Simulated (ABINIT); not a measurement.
**KF (Carobbiite): Bethe-Salpeter spectra with ABINIT**

How far does the k mesh set the exciton binding of KF (Carobbiite)?

Main program and level: ABINIT 10.8.3; PBE and many-body steps on it, plane waves.

**1. The structure**

Symmetry: Fm-3m, No. 225, cubic system. The conventional cell has a = 5.344 Å, b = 5.344 Å, c = 5.344 Å, α = 90.00°, β = 90.00°, γ = 90.00°. K has 6 F at 2.67 Å nearest. F has 6 K at 2.67 Å nearest. Farther neighbours and most contacts between anions are not listed.

The cell and positions come from the Crystallography Open Database and are kept as given unless a step says otherwise.

**2. Empty states on the mesh, 6×6×6 mesh, 119 bands**

This step: ABINIT 10.8.3; DFT, PBE, plane waves, norm-conserving pseudopotentials.

The sums over transitions need many empty states on a uniform mesh; this step solves for them.

run.abi reads:

```
acell 3*1.0 Angstrom
rprim 
  -0.000000000000 2.671850000000 2.671850000000
  2.671850000000 -0.000000000000 2.671850000000
  2.671850000000 2.671850000000 0.000000000000
ntypat 2
znucl 19 9
natom 2
typat 1 2
xred 
  0.000000000000 0.000000000000 0.000000000000
  0.500000000000 0.500000000000 0.500000000000
pp_dirpath "pseudos"
pseudos "K.upf, F.upf"
ecut 36
ngkpt 6 6 6
nshiftk 1
shiftk 0 0 0
kptopt 1
chksymbreak 0
irdden 1
istwfk *1
nband 119
prtvol 0
optdriver 6
gwr_task "HDIAGO"
paral_kgb 0
occopt 1
indata_prefix "in"
outdata_prefix "out"
tmpdata_prefix "tmp"
```

Run with:

```bash
> OMP_NUM_THREADS=1 mpirun -n 4 abinit run.abi > log
```

Output:

```text
.Version 10.8.3 of ABINIT. v10.8.2 released Aug 2026.

 Symmetries : space group Fm -3 m (#225); Bravais cF (face-center cubic)
[... echo of the input left out ...]
== DATASET  1 ==================================================================
-   mpi_nproc: 4, omp_nthreads: 1 (-1 if OMP is not activated)

--- !DatasetInfo
iteration_state: {dtset: 1, }
dimensions: {natom: 2, nkpt: 16, mband: 119, nsppol: 1, nspinor: 1, nspden: 1, mpw: 2685, }
cutoff_energies: {ecut:  36.0, pawecutdg:  -1.0, }
[...]
Direct band gap semiconductor
 Fundamental gap:     6.199 (eV)
   VBM:     0.131 (eV) at k: [ 0.0000E+00,  0.0000E+00,  0.0000E+00]
   CBM:     6.330 (eV) at k: [ 0.0000E+00,  0.0000E+00,  0.0000E+00]
 Direct gap:         6.199 (eV) at k: [ 0.0000E+00,  0.0000E+00,  0.0000E+00]

== END DATASET(S) ==============================================================
================================================================================

 -outvars: echo values of variables after computation  --------
           etotal      0.0000000000E+00
            nband         119
             nkpt          16
          spgroup         225
 [... the other variables as echoed above ...]

 Calculation completed.
```

Run time: 52 s. Hardware: 4 MPI ranks of Arm Neoverse V2, shared host; peak memory 1.8 GiB.

Numbers from this step:

- gap: 6.199 eV
- k of the valence top: 0, 0, 0
- k of the conduction bottom: 0, 0, 0
- least direct gap: 6.199 eV
- k points computed: 16
- lowest point of the top converged band, above the valence top: 103.0962 eV

On this mesh the gap is 6.199 eV.

The density comes from a self-consistent run that is not shown.

**3. Screening, 6×6×6 mesh, 111 bands, screening to 179.6 eV**

The RPA dielectric matrix is built and inverted for each q.

This step: RPA screening on PBE, plane waves, norm-conserving pseudopotentials.

run.abi: that of step 2 with these lines changed.

```diff
@@ -20,10 +20,11 @@
 chksymbreak 0
-irdden 1
 istwfk *1
-nband 119
-prtvol 0
-optdriver 6
-gwr_task "HDIAGO"
-paral_kgb 0
 occopt 1
+irdwfk 1
+optdriver 3
+nband 111
+ecuteps 6.6
+inclvkb 2
+awtr 1
+symchi 1
 indata_prefix "in"
```

Output:

```text
.Version 10.8.3 of ABINIT. v10.8.2 released Aug 2026.

 Symmetries : space group Fm -3 m (#225); Bravais cF (face-center cubic)
[... echo of the input left out ...]
== DATASET  1 ==================================================================
-   mpi_nproc: 4, omp_nthreads: 1 (-1 if OMP is not activated)

--- !DatasetInfo
iteration_state: {dtset: 1, }
dimensions: {natom: 2, nkpt: 16, mband: 111, nsppol: 1, nspinor: 1, nspden: 1, mpw: 2685, }
cutoff_energies: {ecut:  36.0, pawecutdg:  -1.0, }
[...]
--------------------------------------------------------------------------------
[... chi0 elements left out ...]
 For q-point:  0.000010 0.000020 0.000030
  dielectric constant =   1.8958
  dielectric constant without local fields =   2.1042

  Average fulfillment of the sum rule on Im[epsilon] for q-point    1 :     69.62  [%]
[... wings left out ...]
  q-point number  2        q = ( 0.166667, 0.000000, 0.000000) [r.l.u.]
--------------------------------------------------------------------------------
[... chi0 elements left out ...]
  Average fulfillment of the sum rule on Im[epsilon] for q-point    2 :     80.18  [%]

 [... 14 further q-points ...]
```

Wall time 85 s (4 MPI ranks); peak memory 1.1 GiB; 5.7 min of CPU time.

This step gave:

```yaml
eps_infinity_with_local_fields_on_this_mesh_along_the_program_s_q_direction: 1.896
the_same_without_local_fields: 2.104
plasma_frequency: 24.05 eV
plane_waves_in_the_screening_matrix: 181
```

Local fields lower ε∞ by 10 %.

**4. Self-energy, 6×6×6 mesh, 111 bands, screening to 179.6 eV**

The self-energy is evaluated for the states that the input lists, and the levels follow from it, in one-shot runs by the linearised quasiparticle equation.

This step: G0W0 on PBE, plane waves, norm-conserving pseudopotentials.

run.abi: that of step 3 with these lines changed.

```diff
@@ -23,8 +23,15 @@
 irdwfk 1
-optdriver 3
+optdriver 4
 nband 111
+gwcalctyp 0
+ecutsigx 36
+symsigma 1
+nkptgw 1
+kptgw 
+  0.0000000000 0.0000000000 0.0000000000
+bdgw 
+  6 12
 ecuteps 6.6
-inclvkb 2
-awtr 1
-symchi 1
+irdscr 1
+ppmodel 1
 indata_prefix "in"
```

Output:

```text
.Version 10.8.3 of ABINIT. v10.8.2 released Aug 2026.

 Symmetries : space group Fm -3 m (#225); Bravais cF (face-center cubic)
[... echo of the input left out ...]
== DATASET  1 ==================================================================
-   mpi_nproc: 4, omp_nthreads: 1 (-1 if OMP is not activated)

--- !DatasetInfo
iteration_state: {dtset: 1, }
dimensions: {natom: 2, nkpt: 16, mband: 111, nsppol: 1, nspinor: 1, nspden: 1, mpw: 2685, }
cutoff_energies: {ecut:  36.0, pawecutdg:  -1.0, }
[...]
10  10.825 -10.841  -4.975  -3.079   0.891  -0.122  -8.359   2.482  13.307
       11  10.825 -10.841  -4.975  -3.079   0.891  -0.122  -8.359   2.482  13.307
       12  10.825 -10.841  -4.975  -3.079   0.891  -0.122  -8.359   2.482  13.307

== END DATASET(S) ==============================================================
================================================================================

 -outvars: echo values of variables after computation  --------
           etotal      0.0000000000E+00
            nband         111
             nkpt          16
          spgroup         225
 [... the other variables as echoed above ...]

 Calculation completed.
```

Run time: 6.8 s. Hardware: 4 MPI ranks; peak memory 1 GiB.

This step gave:

```
G0W0 gap on the points computed              : 9.59 eV
starting gap on the mesh                     : 6.199 eV
k of the valence top                         : 0, 0, 0
k of the conduction bottom                   : 0, 0, 0
least direct G0W0 gap on the computed points : 9.59 eV
```

The gap on the mesh goes from 6.20 eV to 9.59 eV, a correction of +3.39 eV.

The gap opens by 3.391 eV; the next steps shift the empty bands rigidly by 3.391 eV.

**5. Excitons**

Light makes an electron and a hole together. The Bethe-Salpeter equation adds their screened attraction and their exchange, in a window of bands around the gap.

This step: Bethe-Salpeter equation on PBE with a scissors shift, plane waves, norm-conserving pseudopotentials.

run.abi: that of step 4 with these lines changed.

```diff
@@ -23,15 +23,17 @@
 irdwfk 1
-optdriver 4
-nband 111
-gwcalctyp 0
-ecutsigx 36
-symsigma 1
-nkptgw 1
-kptgw 
-  0.0000000000 0.0000000000 0.0000000000
-bdgw 
-  6 12
-ecuteps 6.6
+optdriver 99
+bs_calctype 1
+mbpt_sciss 3.391 eV
+bs_loband 6
+nband 11
+bs_exchange_term 1
+bs_coulomb_term 11
+bs_coupling 0
+bs_algorithm 1
+bs_freq_mesh 0 16 0.1 eV
+zcut 0.15 eV
+ecuteps 4
+ecutwfn 18
+inclvkb 2
 irdscr 1
-ppmodel 1
 indata_prefix "in"
```

Output:

```text
.Version 10.8.3 of ABINIT. v10.8.2 released Aug 2026.

 Symmetries : space group Fm -3 m (#225); Bravais cF (face-center cubic)
[... echo of the input left out ...]
== DATASET  1 ==================================================================
-   mpi_nproc: 4, omp_nthreads: 1 (-1 if OMP is not activated)

--- !DatasetInfo
iteration_state: {dtset: 1, }
dimensions: {natom: 2, nkpt: 16, mband: 11, nsppol: 1, nspinor: 1, nspden: 1, mpw: 960, }
cutoff_energies: {ecut:  18.0, pawecutdg:  -1.0, }
electrons: {nelect:   1.60000000E+01, charge:   0.00000000E+00, occopt:   1.00000000E+00, tsmear:   1.00000000E-02, }

 Exciton: Calculation of dielectric properties by solving the Bethe-Salpeter equation
 in frequency domain and reciprocal space on a transitions basis set.
 Based on a program developed by L. Reining, V. Olevano, F. Sottile,
 S. Albrecht, and G. Onida. Incorporated in ABINIT by M. Giantomassi.

.Using double precision arithmetic ; gwpc =  8

[... cell and pseudopotentials left out ...]
--------------------------------------------------------------------------------

 ==== K-mesh for the wavefunctions ====
 Number of points in the irreducible wedge :    16
[... list of points left out ...]
 Together with 48 symmetry operations and time-reversal symmetry
 yields   216 points in the full Brillouin Zone.

 ==== Q-mesh for the screening function ====
 Number of points in the irreducible wedge :    16
[... list of points left out ...]
 Together with 48 symmetry operations and time-reversal symmetry
 yields   216 points in the full Brillouin Zone.

 vcoul_init : cutoff-mode = AUXILIARY_FUNCTION
 q-points for optical limit:   1
     1)      0.000010    0.000020    0.000030
 setmesh: FFT mesh size selected  =    20x   20x   20
          total number of points  =         8000

 ==== Fundamental parameters for the solution of the Bethe-Salpeter equation: ====
 Algorithm: Direct diagonalization.
 Dimension of the v, W matrices,  npweps  = 113
 Cutoff for the wavefunctions,    npwwfn  = 941
 Number of k-points in the IBZ,   nkibz   = 16
 Highest empty band included,     nband   = 11
 === Spin UP ===
 Number of resonant transitions          1944
 Lowest occupied state                   6
 Highest occupied state                  8
 Lowest unoccupied state                 9
 Highest unoccupied state                11
 Minimum frequency [eV]           Emin    =   0.00
 Maximum frequency [eV]           Emax    =  16.00
 Frequency step [eV]              dE      =   0.10
 Lorentzian broadening [eV]       eta     =   0.15
 RPA L0 with KS energies and KS wavefunctions
 Scissors operator energy [eV] =          3.39
 Local fields effects (v term) included
 Excitonic effects (W term) included
 Full W_GG' included
 W is read from an external SCR file
 Resonant-only calculation (Hermitian case)

 Calculating epsilon_Macro(q-->0,w), along the following directions:
 q = (  0.927898  0.000000  0.000000) [r.l.u.]
 q = (  0.000000  0.927898  0.000000) [r.l.u.]
 q = (  0.000000  0.000000  0.927898) [r.l.u.]
 q = (  0.000000  0.803584  0.803584) [r.l.u.]
 q = (  0.803584  0.000000  0.803584) [r.l.u.]
 q = (  0.803584  0.803584  0.000000) [r.l.u.]
 Number of electrons calculated from density =   15.9810; Expected =   16.0000
 average of density, n =  0.062078
 r_s =    1.5667
 omega_plasma =   24.0340 [eV]

. Writing resonant excitonic Hamiltonian on file out_BSR; file size=   0.03 [Gb].
 Direct diagonalization of the resonant excitonic Hamiltonian, Matrix size= 1944
. Using LAPACK sequential version.
 Excitonic eigenvalues in eV up to n=   32
   7.95403   7.96136   7.96194   8.76996   8.77265   8.77289   9.09353   9.10344
   9.10523   9.14661   9.14723   9.16105   9.16725   9.16779   9.38208   9.41809
   9.41814   9.41817   9.41876   9.41879   9.49240   9.49249   9.49259   9.49377
   9.49390   9.49505   9.51296   9.51307   9.51364   9.55672   9.55731   9.55768

 First excitonic eigenvalue=    7.95 [eV]
 Last  excitonic eigenvalue=   15.80 [eV]

 GW  direct gap       9.59  0.00 [eV]
 EXC direct gap       7.95  0.00 [eV]
 EXC binding energy   1.64  0.00 [eV]

 Excitonic eigenvalues up to the GW energy gap [eV]
  1 (  7.95  0.00)
  2 (  7.96  0.00)
  3 (  7.96  0.00)
  4 (  8.77  0.00)
  5 (  8.77  0.00)
  6 (  8.77  0.00)
[...]
34 (  9.59  0.00)
 35 (  9.59  0.00)
 36 (  9.59  0.00)

 Macroscopic dielectric function:
 omega [eV] <KS_RPA_nlf>  <GW_RPA_nlf>  <BSE>
   0.0000   1.3830   0.0000   1.2815   0.0000   1.3635   0.0000
   0.1000   1.3831   0.0001   1.2816   0.0001   1.3636   0.0001
   0.2000   1.3832   0.0003   1.2816   0.0001   1.3637   0.0002
   0.3000   1.3835   0.0004   1.2817   0.0002   1.3639   0.0004
   0.4000   1.3838   0.0005   1.2818   0.0002   1.3642   0.0005
   0.5000   1.3842   0.0007   1.2820   0.0003   1.3645   0.0006
   0.6000   1.3847   0.0008   1.2822   0.0003   1.3650   0.0007
   0.7000   1.3853   0.0010   1.2824   0.0004   1.3655   0.0008
   0.8000   1.3860   0.0011   1.2826   0.0004   1.3661   0.0010
   0.9000   1.3867   0.0012   1.2829   0.0005   1.3668   0.0011

 Writing KS-RPA macroscopic dielectric function without local fields to file: out_RPA_NLF_MDF
 Writing GW-RPA macroscopic dielectric function without local fields to file: out_GW_NLF_MDF
 Writing EXC Macroscopic dielectric function to file: out_EXC_MDF

== END DATASET(S) ==============================================================
================================================================================

 -outvars: echo values of variables after computation  --------
           etotal      0.0000000000E+00
            nband          11
             nkpt          16
          spgroup         225
 [... the other variables as echoed above ...]

 Calculation completed.
```

Elapsed: 56 s, on 4 MPI ranks; peak memory 0.4 GiB.

Numbers from this step:

| Quantity | Value |
| --- | --- |
| direct gap of the transition levels | 9.59 eV |
| transitions in the window | 1944 |
| first strong exciton (over a fiftieth of the strongest listed) | 7.954 eV |
| lowest state | 7.954 eV |
| binding of the lowest state below the direct gap | 1.636 eV |
| Coulomb term of one mesh cell | 1.068 eV |

The binding is 1.5 times the screened Coulomb term of one mesh cell (1.07 eV), so it is not shown settled.

The lowest state lies at 7.954 eV, 1.636 eV under the direct gap.

Lines within 3 meV are set at the lowest of them, and the highest group, which the list may cut short, is left out. Lines of the exciton spectrum (strongest = 100):

```tsv
position (eV)	lines merged	oscillator strength, relative
7.954	1	54
7.961	2	100
8.770	3	32
9.094	1	0.0
9.103	2	0.0
9.147	2	0.0
9.161	1	0.0
9.167	2	0.0
9.382	1	0.0
```

The ε₂ has structure finer than the step of the table below, so its rows give means over 0.5 eV, whole bins alone (the curve runs from 0 to 15.9 eV). Peaks (eV: height): BSE 8.00: 3.21, 8.80: 0.837, 10.00: 1.60, 11.30: 1.04; no electron-hole interaction 10.50: 0.958, 11.90: 1.29, 13.00: 1.60, 13.70: 2.18, 15.10: 1.40; Kohn-Sham, no shift 7.10: 0.956, 8.50: 1.29, 9.60: 1.62, 10.30: 2.15, 11.70: 1.41.

Mean over the three Cartesian directions of q; broadening 0.15 eV; transition window only. Limits: finite bands, cutoff and mesh; exciton not shown settled in the k mesh. The ε₂ by photon energy; means over each step:

```tsv
photon energy (eV)	BSE	no electron-hole interaction	Kohn-Sham, no shift
0.5	6.0e-4	2.8e-4	6.8e-4
1.0	0.00124	5.2e-4	0.00139
1.5	0.00191	8.0e-4	0.00217
2.0	0.00267	0.00110	0.00303
2.5	0.00353	0.00140	0.00405
3.0	0.00460	0.00176	0.00532
3.5	0.00591	0.00214	0.00692
4.0	0.00762	0.0026	0.00909
4.5	0.00998	0.00311	0.0123
5.0	0.0134	0.00374	0.0175
5.5	0.0187	0.00448	0.0291
6.0	0.0281	0.00541	0.0940
6.5	0.0475	0.00663	0.144
7.0	0.103	0.00823	0.637
7.5	0.477	0.0105	0.345
8.0	2.09	0.0139	0.550
8.5	0.591	0.0199	1.04
9.0	0.440	0.0350	0.998
9.5	0.363	0.115	1.37
10.0	1.29	0.181	1.38
10.5	0.841	0.684	1.52
11.0	0.713	0.312	0.785
11.5	0.909	0.643	0.959
12.0	0.722	1.10	0.968
12.5	0.682	1.00	0.287
13.0	0.419	1.41	0.0768
13.5	0.662	1.55	0.0375
14.0	0.589	1.25	0.0240
14.5	0.188	0.752	0.0171
15.0	0.0676	1.10	0.0129
15.5	0.0273	0.788	0.0101
```

**6. Triplet (no exchange term)**

run.abi: that of step 5 with these lines changed.

```diff
@@ -27,4 +27,4 @@
 bs_loband 6
-nband 11
-bs_exchange_term 1
+nband 10
+bs_exchange_term 0
 bs_coulomb_term 11
@@ -32,3 +32,3 @@
 bs_algorithm 1
-bs_freq_mesh 0 16 0.1 eV
+bs_freq_mesh 0 14 0.1 eV
 zcut 0.15 eV
```

Output:

```text
.Version 10.8.3 of ABINIT. v10.8.2 released Aug 2026.

 Symmetries : space group Fm -3 m (#225); Bravais cF (face-center cubic)
[... echo of the input left out ...]
== DATASET  1 ==================================================================
-   mpi_nproc: 4, omp_nthreads: 1 (-1 if OMP is not activated)

--- !DatasetInfo
iteration_state: {dtset: 1, }
dimensions: {natom: 2, nkpt: 16, mband: 10, nsppol: 1, nspinor: 1, nspden: 1, mpw: 960, }
cutoff_energies: {ecut:  18.0, pawecutdg:  -1.0, }
electrons: {nelect:   1.60000000E+01, charge:   0.00000000E+00, occopt:   1.00000000E+00, tsmear:   1.00000000E-02, }

 Exciton: Calculation of dielectric properties by solving the Bethe-Salpeter equation
 in frequency domain and reciprocal space on a transitions basis set.
 Based on a program developed by L. Reining, V. Olevano, F. Sottile,
 S. Albrecht, and G. Onida. Incorporated in ABINIT by M. Giantomassi.

.Using double precision arithmetic ; gwpc =  8

[... cell and pseudopotentials left out ...]
--------------------------------------------------------------------------------

 ==== K-mesh for the wavefunctions ====
 Number of points in the irreducible wedge :    16
[... list of points left out ...]
 Together with 48 symmetry operations and time-reversal symmetry
 yields   216 points in the full Brillouin Zone.

 ==== Q-mesh for the screening function ====
 Number of points in the irreducible wedge :    16
[... list of points left out ...]
 Together with 48 symmetry operations and time-reversal symmetry
 yields   216 points in the full Brillouin Zone.

 vcoul_init : cutoff-mode = AUXILIARY_FUNCTION
 q-points for optical limit:   1
     1)      0.000010    0.000020    0.000030
 setmesh: FFT mesh size selected  =    20x   20x   20
[...]
average of density, n =  0.062078
 r_s =    1.5667
 omega_plasma =   24.0340 [eV]

. Writing resonant excitonic Hamiltonian on file out_BSR; file size=   0.01 [Gb].
 Direct diagonalization of the resonant excitonic Hamiltonian, Matrix size= 1296
. Using LAPACK sequential version.
 Excitonic eigenvalues in eV up to n=   32
   7.90961   7.91832   7.91907   8.76189   8.76502   8.76532   9.09877   9.10698
   9.10859   9.13954   9.14009   9.15195   9.16185   9.16217   9.23151   9.41816
   9.41822   9.41824   9.41884   9.41887   9.49255   9.49262   9.49274   9.49373
   9.49381   9.49486   9.51283   9.51294   9.51350   9.55648   9.55758   9.55790

 First excitonic eigenvalue=    7.91 [eV]
 Last  excitonic eigenvalue=   13.79 [eV]

 GW  direct gap       9.59  0.00 [eV]
 EXC direct gap       7.91  0.00 [eV]
 EXC binding energy   1.68  0.00 [eV]

 Excitonic eigenvalues up to the GW energy gap [eV]
  1 (  7.91  0.00)
  2 (  7.92  0.00)
  3 (  7.92  0.00)
[...]
35 (  9.59  0.00)
 36 (  9.59  0.00)

 Macroscopic dielectric function:
 omega [eV] <KS_RPA_nlf>  <GW_RPA_nlf>  <BSE>
   0.0000   1.3090   0.0000   1.2242   0.0000   1.2938   0.0000
   0.1000   1.3091   0.0001   1.2242   0.0000   1.2938   0.0001
   0.2000   1.3092   0.0002   1.2242   0.0001   1.2939   0.0002
[...]
0.8000   1.3116   0.0010   1.2251   0.0004   1.2961   0.0009
   0.9000   1.3123   0.0011   1.2254   0.0004   1.2967   0.0010

 Writing KS-RPA macroscopic dielectric function without local fields to file: out_RPA_NLF_MDF
 Writing GW-RPA macroscopic dielectric function without local fields to file: out_GW_NLF_MDF
 Writing EXC Macroscopic dielectric function to file: out_EXC_MDF

== END DATASET(S) ==============================================================
================================================================================

 -outvars: echo values of variables after computation  --------
           etotal      0.0000000000E+00
            nband          10
             nkpt          16
          spgroup         225
 [... the other variables as echoed above ...]

 Calculation completed.
```

The job ended after 22 s (4 MPI ranks; peak memory 0.37 GiB).

The lowest triplet lies at 7.910 eV; triplets are dark, so no spectrum is read.

(Continued in part 2 of 3.)

[Paths, hosts, dates, memory and timing lines, banners, echoed tables and standing remarks are left out of the program output.]

[Logs are printed without paths, hosts, clocks, repeated set-up lines and the standing remarks that a program may print on its own settings, such as how far it seeks lower states.]

[Runs of the session that timed out or met a known fault of the program may be left out.]

[No measured gap is set beside runs whose start may be inverted or whose files or cutoffs have a known fault.]

[Hosts, paths, dates, database ids (printed as entryN), source tags and the programs' standing remarks are cut or masked in the printed files.]

[G0W0 gaps are taken among the corrected bands and points alone; a level outside them can change the order at an edge.]

[Where Ansatz stands beside ABINIT at settings called matched, ABINIT's density can come from a denser mesh and the files from another edition; pairs whose starting gaps differed by over 0.03 eV were left out, so agreement reads better than it is.]
